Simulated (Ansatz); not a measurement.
# SiC (Moissanite, P6_3mc): phonons against volume, part 2 of 4

Which modes of SiC (Moissanite) drive its thermal expansion?

Ansatz 0.2.0; DFT LDA, scalar-relativistic, plane waves, PAW; PAW set soft_1.

So far. Step 2 (A first coarse run): The start is under -4.0 GPa at this level and looks like an insulator or semiconductor on this mesh. Step 5 (Relaxing to small residual forces and stress): The residual pressure is 9.0e-4 GPa, small enough for phonons.

### 6. Lattice dynamics at this volume, V/V0 1

Phonons at this volume give one point of F(V, T); meshes stay fixed along the series.

Contents of input.yaml:

```yaml
crystal:
  lattice:
    - [3.0564332321, 0.0, 0.0]
    - [-1.528216616, 2.646948824, 0.0]
    - [0.0, 0.0, 5.0159500505]
  atoms:
    - { symbol: Si, position: [0.3333333333, 0.6666666667, 0.0045921277] }
    - { symbol: Si, position: [0.6666666667, 0.3333333333, 0.5045921277] }
    - { symbol: C, position: [0.3333333333, 0.6666666667, 0.3804078723] }
    - { symbol: C, position: [0.6666666667, 0.3333333333, 0.8804078723] }
kpoints:
  mp_grid: { grid: [12, 12, 6] }
hamiltonian:
  xc: lda
  pseudopotentials: { kind: paw, azcp: { folder: soft_1 }, xc_functional: pbe }
scf:
  occupations: { method: fixed }
  lower_state_search: "off"
output:
  eigenvalues: true
phonons:
  method: dfpt
  dielectric: true
  rigid_motions: translations
  qmesh: [3, 3, 2]
  temperatures: { t_max: 1000, t_step: 50 }
  qpath:
    path:
      - [[0.0, 0.0, 0.0], [0.5, 0.0, 0.0], [0.33333333, 0.33333333, 0.0], [0.0, 0.0, 0.0], [0.0, 0.0, 0.5], [0.5, 0.0, 0.5], [0.33333333, 0.33333333, 0.5], [0.0, 0.0, 0.5]]
      - [[0.5, 0.0, 0.5], [0.5, 0.0, 0.0]]
      - [[0.33333333, 0.33333333, 0.0], [0.33333333, 0.33333333, 0.5]]
    npoints: 10
```

On the command line:

```bash
$ ansatz run input.yaml --threads 18 --pin off --max-ram 92160MiB --backend cuda --events-out ev --progress --plain --runs-dir out --max-vram 78GiB
```

Numbers of over 12 decimals in the logs are rounded to 6 here.

Output:

```text
Warning: phonons: the dynamical matrix that this run interpolates holds no multipole term above the dipole-dipole one, and a site of this crystal is no centre of inversion, so its interpolated transverse optical and acoustic branches and sound speeds can stay off near Gamma, and the density of states and the thermodynamics with them. What a run solves at a wave vector of phonons.qpoints, Gamma apart, where the deck admits one, is free of this, and under fd what a larger phonons.supercell samples
[...]
Crystal: 4 atoms, lattice volume = 40.580 Å³
Basis set: ecut = 420 eV, 785 PW (Γ), exchange–correlation on 48×48×72 points (8 copies of the dense FFT grid, shifted against one another)
Bands: 12, of which v1, the nominal top of the filled ones, is band 8 counted from 1 (7 counted from 0)
Symmetry: 12 space group operations
k-points: 242 of 864 (irreducible under 2 space group operations, time reversal used)
[...]
SCF iter   1: F=—  HF=-1707.609110 eV  |F-HF|=—  |Δ(HF+E_count)|=         —  Δρ=1.42e-1  dr2=9.81e0  ethr=3.10e-3  ⟨swp⟩=4.3  Hψ=16991  notcnv=0  defer=440
[...]
SCF iter   2: F=—  HF=-1704.608492 eV  |F-HF|=—  |Δ(HF+E_count)|=    3.00e0  Δρ=4.99e-2  dr2=6.47e-1  ethr=3.10e-3  ⟨swp⟩=3.8  Hψ=8810  notcnv=0  defer=454
[...]
SCF iter   9: F=-1704.401408 eV  HF=-1704.401408 eV  |F-HF|=1.36e-12  |Δ(HF+E_count)|=  3.87e-12  Δρ=4.34e-8  dr2=5.20e-13  ethr=1.00e-12  ⟨swp⟩=6.0  Hψ=12539  notcnv=0
SCF 1 converged in 9 iterations: F = -1704.401408 eV  dr2 = 5.20e-13
[...]
NSCF: frozen V_eff on 76 k-points, pencils in batches of 32, up to order 48
[...]
NSCF: frozen V_eff on 76 k-points
[...]
DFPT response loops at q = (0, 0, 0) (fractional): preconditioner auto → Resta (q_TF=auto, 2.336 Å⁻¹)  ε∞=5.3 (no band partly filled); β = 1.00, the filter's whole step (`scf.mixing.beta` (0.50) is not read by the response loops at its default; to damp them type it under 1.00, their step now; it binds the ground state too); Anderson in place of MSR1; while a model of the screening serves, it and β = 1 on shorter waves in the place of filter and β
[...]
DFPT response loops at Γ: preconditioner auto → Resta (q_TF=auto, 2.336 Å⁻¹)  ε∞=5.3 (no band partly filled); β = 1.00, the filter's whole step (`scf.mixing.beta` (0.50) is not read by the response loops at its default; to damp them type it under 1.00, their step now; it binds the ground state too); Broyden in place of MSR1
── the response to a field inside a basis, on 12×12×6 k-points: an SCF that follows is theirs, and a resumed run solves both again ──
[...]
SCF 1 converged in 3 iterations: F = -1704.400985 eV  dr2 = 5.99e-8
[...]
SCF converged after 9 iterations
[...]
10.144769     0.000000    -0.000000
        0.000000    10.144769     0.000000
       -0.000000     0.000000    11.301372
  ε⁰ − ε∞ (ionic part):
        3.256998     0.000000    -0.000000
        0.000000     3.256998     0.000000
       -0.000000     0.000000     4.054726
  softest optical mode at Γ: 257.97 cm⁻¹; the repairs (sum rule, projections) moved no ω² at Γ by more than (0.94 cm⁻¹)²
  Born effective charges Z* (e; rows j = field, columns β = displacement):
    site 0:
         2.69356    0.00000   -0.00000
         0.00000    2.69356    0.00000
         0.00000    0.00000    2.89258
    site 1:
         2.69356    0.00000   -0.00000
         0.00000    2.69356   -0.00000
         0.00000   -0.00000    2.89258
    site 2:
        -2.69356   -0.00000    0.00000
        -0.00000   -2.69356    0.00000
        -0.00000   -0.00000   -2.89258
    site 3:
        -2.69356   -0.00000    0.00000
        -0.00000   -2.69356   -0.00000
        -0.00000    0.00000   -2.89258
  Z* charge neutrality: 1.375e-3 e pre-enforcement
  solved inside a basis spanned on kpoints, on 12×12×6 k-points, its susceptibility summed on 16×16×8: ε∞ is read to err by 2.2e-2, Z* by 1.1e-2 e (field_mesh: kpoints solves on kpoints); Z* is corrected for what the basis lacks
  optical modes at Γ without the LO–TO term, one row a degenerate level:
      ω (cm⁻¹)  modes    IR ((D/Å)²/amu)
        257.97      2             0.0000
        599.32      1             0.0000
        767.89      2             0.0000
        771.25      1            45.8892
        801.33      2            79.5832
        841.08      1             0.0000
  optical modes at Γ + LO–TO along q̂ = [1.0000, 0.0000, 0.0000]:
      ω (cm⁻¹)  modes    IR ((D/Å)²/amu)
        257.97      2             0.0000
        599.32      1             0.0000
        767.89      2             0.0000
        771.25      1            45.8892
        801.33      1            39.7916
        841.08      1             0.0000
        972.50      1            39.7916
  optical modes at Γ + LO–TO along q̂ = [0.0000, 1.0000, 0.0000]:
      ω (cm⁻¹)  modes    IR ((D/Å)²/amu)
        257.97      2             0.0000
        599.32      1             0.0000
        767.89      2             0.0000
        771.25      1            45.8892
        801.33      1            39.7916
        841.08      1             0.0000
        972.50      1            39.7916
  optical modes at Γ + LO–TO along q̂ = [0.0000, 0.0000, 1.0000]:
      ω (cm⁻¹)  modes    IR ((D/Å)²/amu)
        257.97      2             0.0000
        599.32      1             0.0000
        767.89      2             0.0000
        801.33      2            79.5832
        841.08      1             0.0000
        963.15      1            45.8892
--- Phonons (arbitrary-q DFPT): 6 irreducible q on the 3×3×2 mesh ---
  q = [0.0000, 0.0000, 0.0000] (star 1, of the zone-centre solve; hermiticity 1.57e-11, symmetrization 7.86e-12): -0.00 0.00 0.00 257.97 257.97 599.32 767.89 767.89 771.25 801.33 801.33 841.08
  q = [0.0000, 0.0000, -0.5000] (star 1, 4 solved perturbations in 608 linear systems a pass and spin channel, the states on 76 of 864 k-point pairs; hermiticity 8.67e-11, symmetrization 4.33e-11): 194.50 194.50 194.50 194.50 401.63 401.63 783.42 783.42 783.42 783.42 916.61 916.61
[...]
sum rule: each row above includes the acoustic sum rule's correction from the zone centre's row sums; it moved no ω² by more than (0.94 cm⁻¹)²
  mesh force constants: q→R imaginary residual 0.00e0; ASR residual 3.889e-5 → 0.000e0 eV/Å²; symmetrization residual 2.487e-14 eV/Å²
  interpolated dispersion: 94 rows × 12 modes
  density of states and harmonic sums: on the 24×24×12 q-mesh, interpolated from the force constants of a 3×3×2 supercell (with the dipole–dipole term)
  largest difference from the sums on the solved wave vectors: F 2.23e-2 eV, S 3.68e-5 and C_V 1.41e-5 eV/K
  zero-point energy: 0.443821 eV/cell   skipped modes (ω ≤ 0): 3   left out of the sums: 3.62e-5 of the cell's modes: C_V's classical limit lies that fraction below 3 k_B per atom; for a crystal, a wire or a layer, F and S can be off by more, and a phonons.interpolated_qmesh denser along its periods is the remedy for the sampling
```

Wall time 7.4 s (1 × NVIDIA GB200 with 18 threads of Arm Neoverse V2, shared host); peak memory 1.6 GiB; 46 s of CPU time.

This step gave:

- lowest frequency on the path: 0 cm⁻¹
- zero-point energy: 0.4438 eV/cell
- point group: 6mm
- highest frequency: 972.5 cm⁻¹
- Debye temperature from the second moment: 1188 K

LO-TO term included. Phonon branches along the path, in cm⁻¹:

```csv
point,branch 1,branch 2,branch 3,branch 4,branch 9,branch 10,branch 11,branch 12
Γ,0,0,0,258,771,801,841,972
halfway,195,212,317,355,776,792,852,932
M,260,339,377,430,777,790,858,866
halfway,330,357,415,431,796,804,848,860
K,396,396,415,474,815,815,836,854
halfway,242,249,352,380,779,796,851,917
Γ,0,0,0,258,771,801,841,972
halfway,109,109,214,243,796,796,869,951
A,194,194,194,194,783,783,917,917
halfway,276,276,319,319,786,786,893,893
L,324,324,326,326,792,792,847,847
halfway,308,308,392,392,797,797,844,844
H,305,305,450,450,798,798,845,845
halfway,308,308,323,323,785,785,884,884
A,194,194,194,194,783,783,917,917
jump to L,324,324,326,326,792,792,847,847
halfway,282,324,363,378,776,792,851,859
M,260,339,377,430,777,790,858,866
jump to K,396,396,415,474,815,815,836,854
halfway,343,343,427,468,807,807,839,851
H,305,305,450,450,798,798,845,845
```

The phonon density of states has structure finer than the step of the table below, so its rows give means over 50 cm⁻¹, whole bins alone (the curve runs from 5 to 975 cm⁻¹). Peaks (cm⁻¹: height): 305.0: 0.0304, 545.0: 0.0204, 765.0: 0.0818, 785.0: 0.0863, 855.0: 0.0561.

Tetrahedra on 24 24 12, mean over bins of 10 cm⁻¹. Phonon density of states against wavenumber; means over each step:

```csv
wavenumber (cm⁻¹),phonon density of states (1/cm⁻¹/cell)
50,2.0e-4
100,8.7e-4
150,0.00216
200,0.00465
250,0.0111
300,0.0237
350,0.0209
400,0.0161
450,0.00955
500,0.00734
550,0.0180
600,0.00539
650,0
700,0
750,0.0361
800,0.0439
850,0.0262
900,0.0106
950,0.00318
```

Harmonic. Thermo, by row:

```csv
T (K),F_vib (meV/atom),S (J/mol-atom/K),C_V (J/mol-atom/K)
0,111,0,0
50,111,0.074,0.259
100,110.8,0.76,2.256
150,110,2.222,5.204
200,108.4,4.137,8.235
250,105.7,6.282,11.04
300,101.9,8.515,13.45
350,96.87,10.74,15.43
400,90.74,12.91,17.01
450,83.51,14.99,18.28
500,75.22,16.97,19.29
550,65.94,18.85,20.1
600,55.71,20.62,20.76
650,44.58,22.31,21.3
700,32.6,23.9,21.75
750,19.82,25.42,22.12
800,6.27,26.86,22.43
850,-8,28.22,22.69
900,-22.97,29.53,22.92
950,-38.6,30.77,23.11
1000,-54.85,31.96,23.28
```

The modes has structure finer than the step of the table below, so its rows give means over 25 cm⁻¹, whole bins alone (the curve runs from -10 to 1010 cm⁻¹). Peaks (cm⁻¹: height): C 785.5: 0.0611, 856.0: 0.0408; Si 310.7: 0.0219, 548.1: 0.0177, 785.5: 0.0164, 856.0: 0.00353.

Phonopy on the run's constants, 21x21x11 mesh, Gaussian sigma 7.3 cm⁻¹. Modes against wavenumber; means over each step; values in 1/cm⁻¹/cell:

```csv
wavenumber (cm⁻¹),C,Si
25,1.3e-5,3.4e-5
50,5.9e-5,1.4e-4
75,1.5e-4,3.6e-4
100,2.5e-4,6.0e-4
125,4.0e-4,9.8e-4
150,6.5e-4,0.00160
175,8.7e-4,0.00223
200,0.00125,0.00330
225,0.00179,0.00495
250,0.00282,0.00831
275,0.00397,0.0127
300,0.00542,0.0195
325,0.00496,0.0197
350,0.00379,0.0166
375,0.00313,0.0151
400,0.00242,0.0133
425,0.00201,0.0124
450,0.00135,0.00816
475,0.00114,0.00495
500,0.00123,0.00576
525,0.00145,0.0110
550,0.00128,0.0174
575,7.5e-4,0.0149
600,2.0e-4,0.00444
625,2.5e-6,5.7e-5
650,0,0
675,0,0
700,0,0
725,0.00134,2.1e-4
750,0.0291,0.00616
775,0.0578,0.0153
800,0.0384,0.00889
825,0.00556,6.7e-4
850,0.0326,0.00278
875,0.0183,0.00261
900,0.00809,0.00210
925,0.00467,0.00159
950,0.00235,9.2e-4
975,3.9e-4,1.6e-4
```

Born charge (rows field, columns displacement) (e), principal values of the symmetric part by kind of site:

```csv
atom,atoms with these values,low,middle,high,mean
Si1,2,2.69,2.69,2.89,2.76
C3,2,-2.89,-2.69,-2.69,-2.76
```

In full for Si1:

```
2.69 0.00 0.00
0.00 2.69 0.00
0.00 0.00 2.89
```

ε∞:

```
6.89 0.00 0.00
0.00 6.89 0.00
0.00 0.00 7.25
```

No LO-TO term. Modes at Γ, with each element's share of the kinetic energy:

```csv
mode,frequency (cm⁻¹),symmetry,Si %,C %
1,0.0,-,70,30
2,0.0,-,70,30
3,0.0,-,70,30
4,258.0,E2,74,26
5,258.0,E2,74,26
6,599.3,B1,100,0
7,767.9,E2,26,74
8,767.9,E2,26,74
9,771.2,A1,30,70
10,801.3,E1,30,70
11,801.3,E1,30,70
12,841.1,B1,0,100
```

Displacements in mode 5 (258.0 cm⁻¹), the largest set to 1:
```
Si1 -1.00  0.00  0.00
Si2  1.00  0.00  0.00
C3   0.92  0.00  0.00
C4  -0.92  0.00  0.00
```

Displacements in mode 6 (599.3 cm⁻¹), the largest set to 1:
```
Si1  0.00  0.00 -1.00
Si2  0.00  0.00  1.00
C3   0.00  0.00  0.02
C4   0.00  0.00 -0.02
```

No mode is imaginary beyond numerical noise at the solved wavevectors.

### 7. Relaxing at fixed volume, V/V0 1.015

The volume is fixed at the new value while shape and atoms relax, so that only the volume differs between members of the series.

input.yaml, the sections that differ from step 6:

```yaml
crystal:
  lattice:
    - [3.0716396179, 0.0, 0.0]
    - [-1.5358198089, 2.6601179404, 0.0]
    - [0.0, 0.0, 5.0409054366]
  atoms:
    - { symbol: Si, position: [0.3333333333, 0.6666666667, 0.0045921277] }
    - { symbol: Si, position: [0.6666666667, 0.3333333333, 0.5045921277] }
    - { symbol: C, position: [0.3333333333, 0.6666666667, 0.3804078723] }
    - { symbol: C, position: [0.6666666667, 0.3333333333, 0.8804078723] }
output:
  forces: true
  stress: true
  eigenvalues: true
relax:
  adjacent_minimum: "off"
  f_tol: 0.001
  max_steps: 60
  cell: { stress_tol: 0.01, fix: [volume] }
# kpoints, hamiltonian, scf: as in step 6
# phonons: removed
```

Output:

```text
[...]
Crystal: 4 atoms, lattice volume = 41.189 Å³
Basis set: ecut = 420 eV, 785 PW (Γ)
Bands: 12, of which v1, the nominal top of the filled ones, is band 8 counted from 1 (7 counted from 0)
Symmetry: 12 space group operations
[...]
k-points: 76 of 864 (time reversal used)
[...]
--- Relaxed structure (4 steps of the walk, 4 accepted, 1 SCFs on fresh bases) ---
[...]
cell:  # Å, volume = 41.1889 Å³
    - [3.071490, -2.886611377892347e-11, 0]
    - [-1.535745, 2.659988, 0]
    - [0, 0, 5.041398]
  atoms:
    - { symbol: Si, position: [0.333333, 0.666667, 0.00458821] }
    - { symbol: Si, position: [0.666667, 0.333333, 0.504588] }
    - { symbol: C, position: [0.333333, 0.666667, 0.380412] }
    - { symbol: C, position: [0.666667, 0.333333, 0.880412] }
[key lines of the parts left out:]
SCF converged after 4 iterations
Free energy (F): -1704.394990 eV
Fermi energy:    9.449687 eV
P = ⅓ Tr σ = -3.3378 GPa (-33.378 kbar)
```

Elapsed: 2.5 s, on 1 × NVIDIA GB200 with 18 threads; peak memory 0.97 GiB.

Little changed from the start: no atom moved by 0.005 Å and no cell edge by 0.1 %.

### 8. Phonons, V/V0 1.015

The same q-mesh and k-mesh are kept at every volume, so that much of their error can cancel in the differences.

Contents of input.yaml:

```yaml
crystal:
  lattice:
    - [3.071489583, 0.0, 0.0]
    - [-1.5357447915, 2.6599880064, 0.0]
    - [0.0, 0.0, 5.0413979209]
  atoms:
    - { symbol: Si, position: [0.3333333333, 0.6666666667, 0.0045882131] }
    - { symbol: Si, position: [0.6666666667, 0.3333333333, 0.5045882131] }
    - { symbol: C, position: [0.3333333333, 0.6666666667, 0.3804117869] }
    - { symbol: C, position: [0.6666666667, 0.3333333333, 0.8804117869] }
kpoints:
  mp_grid: { grid: [12, 12, 6] }
hamiltonian:
  xc: lda
  pseudopotentials: { kind: paw, azcp: { folder: soft_1 }, xc_functional: pbe }
scf:
  occupations: { method: fixed }
  lower_state_search: "off"
output:
  eigenvalues: true
phonons:
  method: dfpt
  dielectric: true
  rigid_motions: translations
  qmesh: [3, 3, 2]
  temperatures: { t_max: 1000, t_step: 50 }
  qpath:
    path:
      - [[0.0, 0.0, 0.0], [0.5, 0.0, 0.0], [0.33333333, 0.33333333, 0.0], [0.0, 0.0, 0.0], [0.0, 0.0, 0.5], [0.5, 0.0, 0.5], [0.33333333, 0.33333333, 0.5], [0.0, 0.0, 0.5]]
      - [[0.5, 0.0, 0.5], [0.5, 0.0, 0.0]]
      - [[0.33333333, 0.33333333, 0.0], [0.33333333, 0.33333333, 0.5]]
    npoints: 10
```

Output:

```text
[...]
Crystal: 4 atoms, lattice volume = 41.189 Å³
Basis set: ecut = 420 eV, 785 PW (Γ), exchange–correlation on 48×48×72 points (8 copies of the dense FFT grid, shifted against one another)
Bands: 12, of which v1, the nominal top of the filled ones, is band 8 counted from 1 (7 counted from 0)
Symmetry: 12 space group operations
k-points: 242 of 864 (irreducible under 2 space group operations, time reversal used)
[...]
optical modes at Γ + LO–TO along q̂ = [0.0000, 1.0000, 0.0000]:
      ω (cm⁻¹)  modes    IR ((D/Å)²/amu)
[...]
optical modes at Γ + LO–TO along q̂ = [0.0000, 0.0000, 1.0000]:
      ω (cm⁻¹)  modes    IR ((D/Å)²/amu)
[...]
752.64      2             0.0000
        787.78      2            78.9206
        826.70      1             0.0000
        947.58      1            45.4645
--- Phonons (arbitrary-q DFPT): 6 irreducible q on the 3×3×2 mesh ---
[...]
interpolated dispersion: 94 rows × 12 modes
[...]
[key lines of the parts left out:]
SCF converged after 9 iterations
```

Elapsed: 7.5 s, on 1 × NVIDIA GB200 with 18 threads; peak memory 1.7 GiB.

LO-TO term included. Phonon branches along the path, in cm⁻¹:

```csv
point,branch 1,branch 2,branch 3,branch 4,branch 9,branch 10,branch 11,branch 12
Γ,0,0,0,258,758,788,827,957
halfway,195,212,317,350,761,777,836,917
M,260,337,376,427,762,775,843,851
halfway,328,355,413,427,781,788,833,845
K,394,394,413,470,799,799,821,838
halfway,241,248,350,376,764,782,836,902
Γ,0,0,0,258,758,788,827,957
halfway,109,109,210,244,782,782,855,936
A,194,194,194,194,769,769,902,902
halfway,275,275,317,317,771,771,878,878
L,324,324,326,326,777,777,832,832
halfway,308,308,390,390,782,782,829,829
H,305,305,447,447,783,783,829,829
halfway,306,306,321,321,769,769,869,869
A,194,194,194,194,769,769,902,902
jump to L,324,324,326,326,777,777,832,832
halfway,281,323,362,376,760,778,836,844
M,260,337,376,427,762,775,843,851
jump to K,394,394,413,470,799,799,821,838
halfway,342,342,424,464,792,792,823,835
H,305,305,447,447,783,783,829,829
```

No mode is imaginary beyond numerical noise at the solved wavevectors. The highest zone-centre mode (no LO–TO term) moved by -1.7 % for a volume change of +1.5 %.

### 9. A cell at another volume, V/V0 0.985

Each volume of the series is relaxed in shape and positions, since modes respond to internal strain as well.

The cell differs from the one that the last finished run ended in (a 3.071 → 3.041 Å, b 3.071 → 3.041 Å, c 5.041 → 4.991 Å).

input.yaml, the sections that differ from step 8:

```yaml
crystal:
  lattice:
    - [3.0410740119, 0.0, 0.0]
    - [-1.5205370059, 2.6336473491, 0.0]
    - [0.0, 0.0, 4.9907438459]
  atoms:
    - { symbol: Si, position: [0.3333333333, 0.6666666667, 0.0045921277] }
    - { symbol: Si, position: [0.6666666667, 0.3333333333, 0.5045921277] }
    - { symbol: C, position: [0.3333333333, 0.6666666667, 0.3804078723] }
    - { symbol: C, position: [0.6666666667, 0.3333333333, 0.8804078723] }
output:
  forces: true
  stress: true
  eigenvalues: true
relax:
  adjacent_minimum: "off"
  f_tol: 0.001
  max_steps: 60
  cell: { stress_tol: 0.01, fix: [volume] }
# kpoints, hamiltonian, scf: as in step 8
# phonons: removed
```

Output:

```text
[...]
Crystal: 4 atoms, lattice volume = 39.971 Å³
Basis set: ecut = 420 eV, 785 PW (Γ)
Bands: 12, of which v1, the nominal top of the filled ones, is band 8 counted from 1 (7 counted from 0)
Symmetry: 12 space group operations
[...]
k-points: 76 of 864 (time reversal used)
[...]
--- Relaxed structure (4 steps of the walk, 4 accepted, 1 SCFs on fresh bases) ---
[...]
cell:  # Å, volume = 39.9714 Å³
    - [3.041175, -2.8868598451260426e-11, 0]
    - [-1.520587, 2.633735, 0]
    - [0, 0, 4.990413]
  atoms:
    - { symbol: Si, position: [0.333333, 0.666667, 0.00460423] }
    - { symbol: Si, position: [0.666667, 0.333333, 0.504604] }
    - { symbol: C, position: [0.333333, 0.666667, 0.380396] }
    - { symbol: C, position: [0.666667, 0.333333, 0.880396] }
[key lines of the parts left out:]
SCF converged after 4 iterations
Free energy (F): -1704.394633 eV
Fermi energy:    9.835830 eV
P = ⅓ Tr σ = 3.5931 GPa (35.931 kbar)
```

The job ended after 2.5 s (1 × NVIDIA GB200 with 18 threads; peak memory 0.95 GiB).

Little changed from the start: no atom moved by 0.005 Å and no cell edge by 0.1 %.

(Continued in part 3 of 4.)

[Logs are printed without paths, hosts, clocks, repeated set-up lines and the standing remarks that a program may print on its own settings, such as how far it seeks lower states.]

[Hosts, paths, dates, database ids (printed as entryN), source tags and the programs' standing remarks are cut or masked in the printed files.]

[A step with changed settings may run another functional than the one named; its input shows which.]


